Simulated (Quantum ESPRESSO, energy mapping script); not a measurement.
# Spin model of NiO from collinear orders (isotropic strain to volume × 0.955), part 2 of 3

How strongly do the moments of NiO couple under PBE+U (6 eV), QE, GBRV? The plan is to run several orders and fit a Heisenberg model.

PBE with U = 6 eV on Ni d, ortho-atomic projectors; plane waves, U on orthogonalised atomic orbitals unless named otherwise, collinear spin, no spin–orbit coupling.

So far. Step 3 (Compensated +− start in cell A (4 atoms)): The run ends antiferromagnetic, 11.42 meV a magnetic atom above the parallel order of its cell. Step 4 (Run 3 (parallel; cell B, 4 atoms)): The run ends ferromagnetic. For each magnetic atom its energy differs from the parallel run of the first cell by -0.19 meV, an error that one common reference would have brought in.

## (5) Order 4: compensated +−, cell B of 4 atoms

Level of this step: PBE with U = 6 eV on Ni d, ortho-atomic projectors, GBRV potentials (Quantum ESPRESSO).

This order reverses 6 of the 12 neighbours at 2.90 Å, 6 of the 6 neighbours at 4.11 Å and 12 of the 24 neighbours at 5.03 Å, counted for an average magnetic atom.

pw.in reads:

```
&control
  calculation = 'scf'
  prefix = 'pw'
  outdir = './tmp/'
  pseudo_dir = './pseudo/'
  verbosity = 'low'
/
&system
  ibrav = 0
  nat = 4
  ntyp = 3
  ecutwfc = 45
  ecutrho = 360
  nbnd = 36
  occupations = 'smearing'
  smearing = 'fd'
  degauss = 0.00367493
  nspin = 2
  starting_magnetization(1) = 0.1111
  starting_magnetization(2) = -0.1111
/
&electrons
  conv_thr = 1.0e-08
  electron_maxstep = 120
  mixing_beta = 0.3
  mixing_mode = 'plain'
/
ATOMIC_SPECIES
  Ni1 58.6934 Ni.upf
  Ni2 58.6934 Ni.upf
  O 15.9990 O.upf
CELL_PARAMETERS angstrom
  0.00000000 -2.05413169 -2.05413169
  -2.05413169 0.00000000 -2.05413169
  2.05413169 2.05413169 -4.10826338
ATOMIC_POSITIONS crystal
  Ni1 0.50000000 0.50000000 0.50000000
  Ni2 0.00000000 0.00000000 0.00000000
  O 0.75000000 0.75000000 0.75000000
  O 0.25000000 0.25000000 0.25000000
K_POINTS automatic
  8 8 8 0 0 0
HUBBARD {ortho-atomic}
U Ni1-3d 6
U Ni2-3d 6
```

On the command line:

```
OMP_NUM_THREADS=1 mpirun -n 8 pw.x -nk 8 -in pw.in > pw.out
```

Output:

```text
[banner, memory and clock lines left out]
Program PWSCF v.7.5 starts
[...]
unit-cell volume          =     233.9599 (a.u.)^3
     number of atoms/cell      =            4
[...]
number of electrons       =        48.00
     number of Kohn-Sham states=           36
     kinetic-energy cutoff     =      45.0000  Ry
     charge density cutoff     =     360.0000  Ry
[...]
The total energy is F=E-TS. E is the sum of the following terms:
     one-electron contribution =    -420.19993869 Ry
     hartree contribution      =     241.11453152 Ry
     xc contribution           =     -86.05333918 Ry
     ewald contribution        =    -485.84644521 Ry
     Hubbard energy            =       0.14500484 Ry
     total magnetization       =     0.00 Bohr mag/cell
     absolute magnetization    =     3.59 Bohr mag/cell
     convergence has been achieved in  16 iterations
[key lines of the parts left out:]
!    total energy              =    -750.84018672 Ry
the Fermi energy is    15.2025 ev
```

The job ended after 39 s (8 MPI ranks of Arm Neoverse N1, shared host; peak memory 0.76 GiB).

The run ends antiferromagnetic, 120.51 meV a magnetic atom below the parallel order of its cell.

## (6) Parallel start in cell C (6 atoms)

A new cell needs its own zero of energy.

pw.in reads:

```
&control
  calculation = 'scf'
  prefix = 'pw'
  outdir = './tmp/'
  pseudo_dir = './pseudo/'
  verbosity = 'low'
/
&system
  ibrav = 0
  nat = 6
  ntyp = 2
  ecutwfc = 45
  ecutrho = 360
  nbnd = 55
  occupations = 'smearing'
  smearing = 'fd'
  degauss = 0.00367493
  nspin = 2
  starting_magnetization(1) = 0.1111
/
&electrons
  conv_thr = 1.5e-08
  electron_maxstep = 120
  mixing_beta = 0.3
  mixing_mode = 'plain'
/
ATOMIC_SPECIES
  Ni 58.6934 Ni.upf
  O 15.9990 O.upf
CELL_PARAMETERS angstrom
  0.00000000 2.05413169 2.05413169
  -2.05413169 0.00000000 -2.05413169
  -4.10826338 -4.10826338 4.10826338
ATOMIC_POSITIONS crystal
  Ni 0.00000000 0.00000000 0.00000000
  Ni 0.33333333 0.66666667 0.66666667
  Ni 0.66666667 0.33333333 0.33333333
  O 0.66666667 0.33333333 0.83333333
  O 0.00000000 0.00000000 0.50000000
  O 0.33333333 0.66666667 0.16666667
K_POINTS automatic
  8 8 3 0 0 0
HUBBARD {ortho-atomic}
U Ni-3d 6
```

Output:

```text
[banner, memory and clock lines left out]
Program PWSCF v.7.5 starts
[...]
unit-cell volume          =     350.9399 (a.u.)^3
     number of atoms/cell      =            6
[...]
number of electrons       =        72.00
     number of Kohn-Sham states=           55
     kinetic-energy cutoff     =      45.0000  Ry
     charge density cutoff     =     360.0000  Ry
[...]
The total energy is F=E-TS. E is the sum of the following terms:
     one-electron contribution =    -629.91280817 Ry
     hartree contribution      =     361.36010978 Ry
     xc contribution           =    -129.10168166 Ry
     ewald contribution        =    -728.76966781 Ry
     Hubbard energy            =       0.19034793 Ry
     total magnetization       =     6.00 Bohr mag/cell
     absolute magnetization    =     6.04 Bohr mag/cell
     convergence has been achieved in  13 iterations
[key lines of the parts left out:]
!    total energy              =   -1126.23369994 Ry
the Fermi energy is    15.7345 ev
```

Wall time 31 s (8 MPI ranks); peak memory 0.84 GiB; 4.2 min of CPU time.

The run ends ferromagnetic. For each magnetic atom its energy differs from the parallel run of the first cell by -0.15 meV, an error that one common reference would have brought in.

## (7) Run 6 (uncompensated ++−; cell C, 6 atoms)

This order reverses 4 of the 12 neighbours at 2.90 Å, 4 of the 6 neighbours at 4.11 Å and 12 of the 24 neighbours at 5.03 Å, counted for an average magnetic atom.

pw.in, as its differences from that of step 6:

```diff
@@ -10,6 +10,6 @@
   nat = 6
-  ntyp = 2
+  ntyp = 3
   ecutwfc = 45
   ecutrho = 360
-  nbnd = 55
+  nbnd = 53
   occupations = 'smearing'
@@ -19,2 +19,3 @@
   starting_magnetization(1) = 0.1111
+  starting_magnetization(2) = -0.1111
 /
@@ -27,3 +28,4 @@
 ATOMIC_SPECIES
-  Ni 58.6934 Ni.upf
+  Ni1 58.6934 Ni.upf
+  Ni2 58.6934 Ni.upf
   O 15.9990 O.upf
@@ -34,5 +36,5 @@
 ATOMIC_POSITIONS crystal
-  Ni 0.00000000 0.00000000 0.00000000
-  Ni 0.33333333 0.66666667 0.66666667
-  Ni 0.66666667 0.33333333 0.33333333
+  Ni1 0.00000000 0.00000000 0.00000000
+  Ni1 0.33333333 0.66666667 0.66666667
+  Ni2 0.66666667 0.33333333 0.33333333
   O 0.66666667 0.33333333 0.83333333
@@ -43,2 +45,3 @@
 HUBBARD {ortho-atomic}
-U Ni-3d 6
+U Ni1-3d 6
+U Ni2-3d 6
```

Output:

```text
[banner, memory and clock lines left out]
Program PWSCF v.7.5 starts
[...]
unit-cell volume          =     350.9399 (a.u.)^3
     number of atoms/cell      =            6
[...]
number of electrons       =        72.00
     number of Kohn-Sham states=           53
     kinetic-energy cutoff     =      45.0000  Ry
     charge density cutoff     =     360.0000  Ry
[...]
The total energy is F=E-TS. E is the sum of the following terms:
     one-electron contribution =    -630.18603771 Ry
     hartree contribution      =     361.57959965 Ry
     xc contribution           =    -129.08574959 Ry
     ewald contribution        =    -728.76966781 Ry
     Hubbard energy            =       0.20965453 Ry
     total magnetization       =     2.00 Bohr mag/cell
     absolute magnetization    =     5.58 Bohr mag/cell
     convergence has been achieved in  16 iterations
[key lines of the parts left out:]
!    total energy              =   -1126.25220093 Ry
the Fermi energy is    16.0028 ev
```

It took 37 s on 8 MPI ranks; peak memory 0.86 GiB.

The run ends ferrimagnetic, 83.91 meV a magnetic atom below the parallel order of its cell.

## (8) Parallel start in cell D (6 atoms)

The parallel order again, as the reference for this cell.

This run holds the same structure in another cell (c 7.116 → 6.496 Å, α 90.0 → 102.9°, β 90.0 → 102.9°, γ 120.0 → 90.0°).

pw.in reads:

```
&control
  calculation = 'scf'
  prefix = 'pw'
  outdir = './tmp/'
  pseudo_dir = './pseudo/'
  verbosity = 'low'
/
&system
  ibrav = 0
  nat = 6
  ntyp = 2
  ecutwfc = 45
  ecutrho = 360
  nbnd = 55
  occupations = 'smearing'
  smearing = 'fd'
  degauss = 0.00367493
  nspin = 2
  starting_magnetization(1) = 0.1111
/
&electrons
  conv_thr = 1.5e-08
  electron_maxstep = 120
  mixing_beta = 0.3
  mixing_mode = 'plain'
/
ATOMIC_SPECIES
  Ni 58.6934 Ni.upf
  O 15.9990 O.upf
CELL_PARAMETERS angstrom
  0.00000000 2.05413169 2.05413169
  0.00000000 2.05413169 -2.05413169
  -6.16239507 -2.05413169 0.00000000
ATOMIC_POSITIONS crystal
  Ni 0.00000000 0.00000000 0.00000000
  Ni 0.33333333 0.33333333 0.66666667
  Ni 0.66666667 0.66666667 0.33333333
  O 0.83333333 0.83333333 0.66666667
  O 0.16666667 0.16666667 0.33333333
  O 0.50000000 0.50000000 0.00000000
K_POINTS automatic
  7 7 7 0 0 0
HUBBARD {ortho-atomic}
U Ni-3d 6
```

Output:

```text
[banner, memory and clock lines left out]
Program PWSCF v.7.5 starts
[...]
unit-cell volume          =     350.9399 (a.u.)^3
     number of atoms/cell      =            6
[...]
number of electrons       =        72.00
     number of Kohn-Sham states=           55
     kinetic-energy cutoff     =      45.0000  Ry
     charge density cutoff     =     360.0000  Ry
[...]
The total energy is F=E-TS. E is the sum of the following terms:
     one-electron contribution =    -629.91385268 Ry
     hartree contribution      =     361.36133444 Ry
     xc contribution           =    -129.10184285 Ry
     ewald contribution        =    -728.76966781 Ry
     Hubbard energy            =       0.19034059 Ry
     total magnetization       =     6.00 Bohr mag/cell
     absolute magnetization    =     6.04 Bohr mag/cell
     convergence has been achieved in  13 iterations
[key lines of the parts left out:]
!    total energy              =   -1126.23368832 Ry
the Fermi energy is    15.7170 ev
```

The job ended after 43 s (8 MPI ranks; peak memory 0.87 GiB).

The run ends ferromagnetic. For each magnetic atom its energy differs from the parallel run of the first cell by -0.09 meV, an error that one common reference would have brought in.

## (9) Uncompensated ++− start in cell D (6 atoms)

This order reverses 5.33 of the 12 neighbours at 2.90 Å, 1.33 of the 6 neighbours at 4.11 Å and 16 of the 24 neighbours at 5.03 Å, counted for an average magnetic atom.

pw.in, as its differences from that of step 8:

```diff
@@ -10,6 +10,6 @@
   nat = 6
-  ntyp = 2
+  ntyp = 3
   ecutwfc = 45
   ecutrho = 360
-  nbnd = 55
+  nbnd = 53
   occupations = 'smearing'
@@ -19,2 +19,3 @@
   starting_magnetization(1) = 0.1111
+  starting_magnetization(2) = -0.1111
 /
@@ -27,3 +28,4 @@
 ATOMIC_SPECIES
-  Ni 58.6934 Ni.upf
+  Ni1 58.6934 Ni.upf
+  Ni2 58.6934 Ni.upf
   O 15.9990 O.upf
@@ -34,5 +36,5 @@
 ATOMIC_POSITIONS crystal
-  Ni 0.00000000 0.00000000 0.00000000
-  Ni 0.33333333 0.33333333 0.66666667
-  Ni 0.66666667 0.66666667 0.33333333
+  Ni1 0.00000000 0.00000000 0.00000000
+  Ni1 0.33333333 0.33333333 0.66666667
+  Ni2 0.66666667 0.66666667 0.33333333
   O 0.83333333 0.83333333 0.66666667
@@ -43,2 +45,3 @@
 HUBBARD {ortho-atomic}
-U Ni-3d 6
+U Ni1-3d 6
+U Ni2-3d 6
```

Output:

```text
[banner, memory and clock lines left out]
Program PWSCF v.7.5 starts
[...]
unit-cell volume          =     350.9399 (a.u.)^3
     number of atoms/cell      =            6
[...]
number of electrons       =        72.00
     number of Kohn-Sham states=           53
     kinetic-energy cutoff     =      45.0000  Ry
     charge density cutoff     =     360.0000  Ry
[...]
The total energy is F=E-TS. E is the sum of the following terms:
     one-electron contribution =    -629.97107951 Ry
     hartree contribution      =     361.39861664 Ry
     xc contribution           =    -129.09271229 Ry
     ewald contribution        =    -728.76966781 Ry
     Hubbard energy            =       0.19574159 Ry
     total magnetization       =     2.00 Bohr mag/cell
     absolute magnetization    =     5.74 Bohr mag/cell
     convergence has been achieved in  13 iterations
[key lines of the parts left out:]
!    total energy              =   -1126.23910138 Ry
the Fermi energy is    15.8559 ev
```

Wall time 43 s (8 MPI ranks); peak memory 0.89 GiB; 5.7 min of CPU time.

The run ends ferrimagnetic, 24.55 meV a magnetic atom below the parallel order of its cell.

## (10) Run 9 (parallel; cell E, 6 atoms)

A new cell needs its own zero of energy.

This run holds the same structure in another cell (b 2.905 → 4.108 Å, c 6.496 → 5.032 Å, α 102.9 → 114.1°, β 102.9 → 106.8°).

pw.in reads:

```
&control
  calculation = 'scf'
  prefix = 'pw'
  outdir = './tmp/'
  pseudo_dir = './pseudo/'
  verbosity = 'low'
/
&system
  ibrav = 0
  nat = 6
  ntyp = 2
  ecutwfc = 45
  ecutrho = 360
  nbnd = 55
  occupations = 'smearing'
  smearing = 'fd'
  degauss = 0.00367493
  nspin = 2
  starting_magnetization(1) = 0.1111
/
&electrons
  conv_thr = 1.5e-08
  electron_maxstep = 120
  mixing_beta = 0.3
  mixing_mode = 'plain'
/
ATOMIC_SPECIES
  Ni 58.6934 Ni.upf
  O 15.9990 O.upf
CELL_PARAMETERS angstrom
  0.00000000 -2.05413169 -2.05413169
  -4.10826338 0.00000000 0.00000000
  2.05413169 4.10826338 -2.05413169
ATOMIC_POSITIONS crystal
  Ni 0.66666667 0.66666667 0.33333333
  Ni 0.33333333 0.33333333 0.66666667
  Ni 0.00000000 0.00000000 0.00000000
  O 0.66666667 0.16666667 0.33333333
  O 0.33333333 0.83333333 0.66666667
  O 0.00000000 0.50000000 0.00000000
K_POINTS automatic
  8 8 8 0 0 0
HUBBARD {ortho-atomic}
U Ni-3d 6
```

Output:

```text
[banner, memory and clock lines left out]
Program PWSCF v.7.5 starts
[...]
unit-cell volume          =     350.9399 (a.u.)^3
     number of atoms/cell      =            6
[...]
number of electrons       =        72.00
     number of Kohn-Sham states=           55
     kinetic-energy cutoff     =      45.0000  Ry
     charge density cutoff     =     360.0000  Ry
[...]
The total energy is F=E-TS. E is the sum of the following terms:
     one-electron contribution =    -629.91373589 Ry
     hartree contribution      =     361.36115203 Ry
     xc contribution           =    -129.10180372 Ry
     ewald contribution        =    -728.76966781 Ry
     Hubbard energy            =       0.19034488 Ry
     total magnetization       =     6.00 Bohr mag/cell
     absolute magnetization    =     6.04 Bohr mag/cell
     convergence has been achieved in  13 iterations
[key lines of the parts left out:]
!    total energy              =   -1126.23371052 Ry
the Fermi energy is    15.7204 ev
```

Wall time 1.8 min (8 MPI ranks); peak memory 1.1 GiB.

The run ends ferromagnetic. For each magnetic atom its energy differs from the parallel run of the first cell by -0.19 meV, an error that one common reference would have brought in.

(Continued in part 3 of 3.)

[Logs and program files are shortened in this print: banners, set-up blocks, solver, clock and traceback lines can be left out without a mark of their own.]

[Logs are printed without paths, hosts, clocks, repeated set-up lines and the standing remarks that a program may print on its own settings, such as how far it seeks lower states.]

[Hosts, paths, dates, database ids (printed as entryN), source tags and the programs' standing remarks are cut or masked in the printed files.]

[Where a cell is said to come from a database of computed structures, the database is the Materials Project.]
